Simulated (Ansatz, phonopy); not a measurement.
# Quasi-harmonic thermodynamics of LiH (Fm-3m), part 2 of 2

Wanted: α(T), C_P(T) and B(T) of LiH in the quasi-harmonic approximation.

Measurements to reproduce:
- heat capacity C_P per formula unit 28.1 J/mol/K and bulk modulus 33.7 GPa near room temperature (given in “High-Throughput Prediction of Finite-Temperature Properties using the Quasi-Harmonic Approximation”, 2016, arXiv:1603.06924)

Ansatz 0.2.0; DFT r2SCAN, scalar-relativistic, plane waves, PAW.

So far. Step 2 (Probe on a coarse mesh): The start is under -1.7 GPa at this level and looks like an insulator or semiconductor on this mesh. Step 4 (Tight relaxation): The residual pressure is 0.0060 GPa, small enough for phonons.

The database entry behind the starting cell differs from later determinations by our own check (the deuteride, about 0.2 % short), so it need not match the best structure at ambient conditions.

## (5) Phonons on strained cells (continued)

Quasi-harmonic; a, b, c are the run's own cell vectors. Expansion, by row:

```
T (K)  a (Å)  b (Å)  c (Å)  alpha (deg)  beta (deg)  gamma (deg)  cell volume (Å³/cell)  alpha_a (1e-6/K)  alpha_b (1e-6/K)  alpha_c (1e-6/K)  alpha_V (1e-6/K)  C_P (J/mol-atom/K)  C_V (J/mol-atom/K)  S (J/mol-atom/K)  B_T (GPa)  B_S (GPa)  Grueneisen  extrapolation  fit error (1e-6/K)
    0  2.893  2.893  2.893           60          60           60                  17.12                 0                 0                 0                 0                   0                   0                 0      31.77      31.77           -              0                   0
   25  2.893  2.893  2.893           60          60           60                  17.12              0.06              0.06              0.06              0.19               0.026               0.026             0.007      31.77      31.77       1.198              0                   0
   50  2.893  2.893  2.893           60          60           60                  17.12              1.14              1.14              1.14              3.43               0.422               0.422             0.105      31.76      31.77        1.33              0                   0
   75  2.893  2.893  2.893           60          60           60                  17.13              4.66              4.66              4.66             13.98               1.694               1.692              0.49       31.7      31.75       1.351              0                0.01
  100  2.894  2.894  2.894           60          60           60                  17.14               9.5               9.5               9.5             28.51               3.452               3.439             1.213      31.57       31.7       1.351              0                0.01
  125  2.895  2.895  2.895           60          60           60                  17.15              14.4              14.4              14.4             43.19               5.239               5.201             2.177      31.38      31.61       1.346              0                0.02
  150  2.896  2.896  2.896           60          60           60                  17.17             18.95             18.95             18.95             56.85               6.912               6.834             3.282      31.13      31.48       1.339              0                0.02
  175  2.897  2.897  2.897           60          60           60                   17.2             23.16             23.16             23.16             69.49               8.473               8.338             4.466      30.83      31.33       1.331              0                0.02
  200  2.899  2.899  2.899           60          60           60                  17.23             27.11             27.11             27.11             81.32               9.945               9.735             5.694       30.5      31.15       1.322              0                0.02
  225  2.901  2.901  2.901           60          60           60                  17.27             30.83             30.83             30.83             92.49               11.34               11.04             6.947      30.12      30.94       1.312              0                0.03
  250  2.904  2.904  2.904           60          60           60                  17.31             34.37             34.37             34.37             103.1               12.66               12.25             8.211      29.72      30.72       1.304              0                0.03
  275  2.906  2.906  2.906           60          60           60                  17.36             37.74             37.74             37.74             113.2               13.91               13.37             9.477      29.28      30.46       1.296              0                0.04
298.1  2.909  2.909  2.909           60          60           60                  17.41             40.74             40.74             40.74             122.2                  15               14.32             10.64      28.86      30.21        1.29              0                0.04
  300  2.909  2.909  2.909           60          60           60                  17.41             40.98             40.98             40.98             122.9               15.08                14.4             10.74      28.82      30.19        1.29              0                0.04
  325  2.912  2.912  2.912           60          60           60                  17.47             44.09             44.09             44.09             132.3               16.18               15.34             11.99      28.33       29.9       1.285              0                0.05
  350  2.916  2.916  2.916           60          60           60                  17.53             47.11             47.11             47.11             141.3               17.22               16.19             13.23      27.82      29.59       1.282              0                0.06
  375  2.919  2.919  2.919           60          60           60                  17.59             50.06             50.06             50.06             150.2               18.18               16.96             14.45      27.29      29.26        1.28              0                0.07
  400  2.923  2.923  2.923           60          60           60                  17.66             52.97             52.97             52.97             158.9               19.09               17.66             15.65      26.74      28.91       1.279              0                0.08
  425  2.927  2.927  2.927           60          60           60                  17.73             55.87             55.87             55.87             167.6               19.95               18.29             16.83      26.16      28.54        1.28              0                 0.1
  450  2.931  2.931  2.931           60          60           60                  17.81             58.79             58.79             58.79             176.4               20.77               18.85                18      25.56      28.16       1.282              0                0.11
  475  2.935  2.935  2.935           60          60           60                  17.89             61.77             61.77             61.77             185.3               21.55               19.36             19.14      24.93      27.75       1.285              0                0.11
  500   2.94   2.94   2.94           60          60           60                  17.97             64.83             64.83             64.83             194.5               22.31               19.82             20.27      24.28      27.33       1.289              0                 0.1
```

Expansion coefficient against temperature; values in 1e-6/K:

```
temperature (K)  volume  principal 1
              0       0            0
             25    0.19         0.06
             50    3.43         1.14
             75    14.0         4.66
            100    28.5          9.5
            125    43.2         14.4
            150    56.9         18.9
            175    69.5         23.2
            200    81.3         27.1
            225    92.5         30.8
            250     103         34.4
            275     113         37.7
            298     122         40.7
            300     123         41.0
            325     132         44.1
            350     141         47.1
            375     150         50.1
            400     159         53.0
            425     168         55.9
            450     176         58.8
            475     185         61.8
            500     194         64.8
```

At 298 K the volume expansion is 122 × 10⁻⁶/K and B_T is 28.9 GPa. The program raised the cutoff to 580 eV by itself: with no cutoff typed, the study takes about 1.16 times the default for its relaxations and scales it with the volume for the phonons.

## (6) Free-energy fit

This step: DFT r2SCAN, scalar-relativistic, plane waves, PAW (phonopy 4.10.0).

Numbers from this step:

```yaml
volume_expansion_coefficient_at_300_k: 123.0 1e-6/K
isothermal_bulk_modulus_at_300_k: 28.8 GPa
c_p_at_300_k: 15.08 J/mol-atom/K
grueneisen_parameter_at_300_k: 1.29
```

The energy (each curve on its own zero) by volume; values in meV/atom:

```
volume (Å³/atom)  static  F at 0 K  F at 300 K  F at 500 K
           8.031       0      7.18        8.84        11.6
           8.152    0.21      5.69        7.01        9.16
           8.267    0.76      4.66        5.65        7.25
           8.510    2.98      3.64        3.91         4.3
           8.761    6.61      4.05        3.54        2.64
           9.018    11.6      5.85        4.46         2.2
           9.283    17.9      8.96        6.62         2.9
```

Phonopy-qha, vinet fit of F(V) at each temperature. Qha vinet, by row:

```
T (K)  fitted volume (Å³/atom)  alpha_V (1e-6/K)  B_T (GPa)  C_P (J/mol-atom/K)  Grueneisen
   75                    8.563             14.61      31.72               1.677       1.413
  100                    8.568             28.49      31.59               3.413        1.35
  125                    8.575             42.99      31.39               5.205        1.34
  150                    8.586             56.66      31.14               6.889       1.335
  175                      8.6             69.35      30.84               8.458       1.328
  200                    8.616             81.23      30.49               9.934        1.32
  225                    8.635             92.44      30.12               11.33       1.312
  250                    8.656             103.1      29.71               12.65       1.303
  275                    8.679             113.3      29.27                13.9       1.296
  300                    8.705               123       28.8               15.08        1.29
  325                    8.733             132.4      28.32               16.18       1.286
  350                    8.763             141.5      27.81               17.22       1.283
  375                    8.795             150.4      27.28               18.18       1.281
  400                    8.829             159.1      26.73                19.1       1.281
  425                    8.865             167.8      26.16               19.96       1.281
  450                    8.903             176.4      25.58               20.77       1.283
  475                    8.944             185.2      24.98               21.55       1.287
```

The volume expansion coefficient by temperature; values in 1e-6/K:

```
temperature (K)  phonopy-qha, Vinet  Ansatz's own study
             75                14.6                14.0
            100                28.5                28.5
            125                43.0                43.2
            150                56.7                56.9
            175                69.3                69.5
            200                81.2                81.3
            225                92.4                92.5
            250                 103                 103
            275                 113                 113
            300                 123                 123
            325                 132                 132
            350                 142                 141
            375                 150                 150
            400                 159                 159
            425                 168                 168
            450                 176                 176
            475                 185                 185
```

The fit gives a volume expansion of 123 × 10⁻⁶/K at 300 K, against 122 at 298 K from the study itself, whose static fit uses more cells.

## (7) Outcome

* settings of these figures: r2SCAN, 580 eV, k 12×12×12, q 4×4×4
* volume expansion coefficient at 298 K: 122.2 1e-6/K
* C_P at 298 K: 15.00 J/mol-atom/K
* entropy at 298 K: 10.64 J/mol-atom/K
* isothermal bulk modulus at 298 K: 28.86 GPa
* Grüneisen parameter at 298 K: 1.290
* volume at 298 K: 8.703 Å³/atom
* principal linear expansion coefficients at 298 K: 40.74, 40.74, 40.74 1e-6/K

Near room temperature LiH expands by 122 × 10⁻⁶/K in volume by r2SCAN, with C_P = 15.0 J/(mol K) per mole of atoms and B_T = 28.9 GPa. C_P at room temperature is 60 % of the classical 3R an atom; C_V is 57 %, and the rest is expansion work. A measured bulk modulus near room temperature is 33.7 GPa (arXiv:1603.06924); the calculated 28.9 GPa differs by -14 %. The table does not say whether its value is isothermal or adiabatic. A measured heat capacity per formula unit near room temperature is 28.1 J/mol/K (arXiv:1603.06924); the calculated 30.0 J/mol/K differs by +7 %.

[Logs are printed without paths, hosts, clocks, repeated set-up lines and the standing remarks that a program may print on its own settings, such as how far it seeks lower states.]

[Hosts, paths, dates, database ids (printed as entryN), source tags and the programs' standing remarks are cut or masked in the printed files.]

[A step with changed settings may run another functional than the one named; its input shows which.]
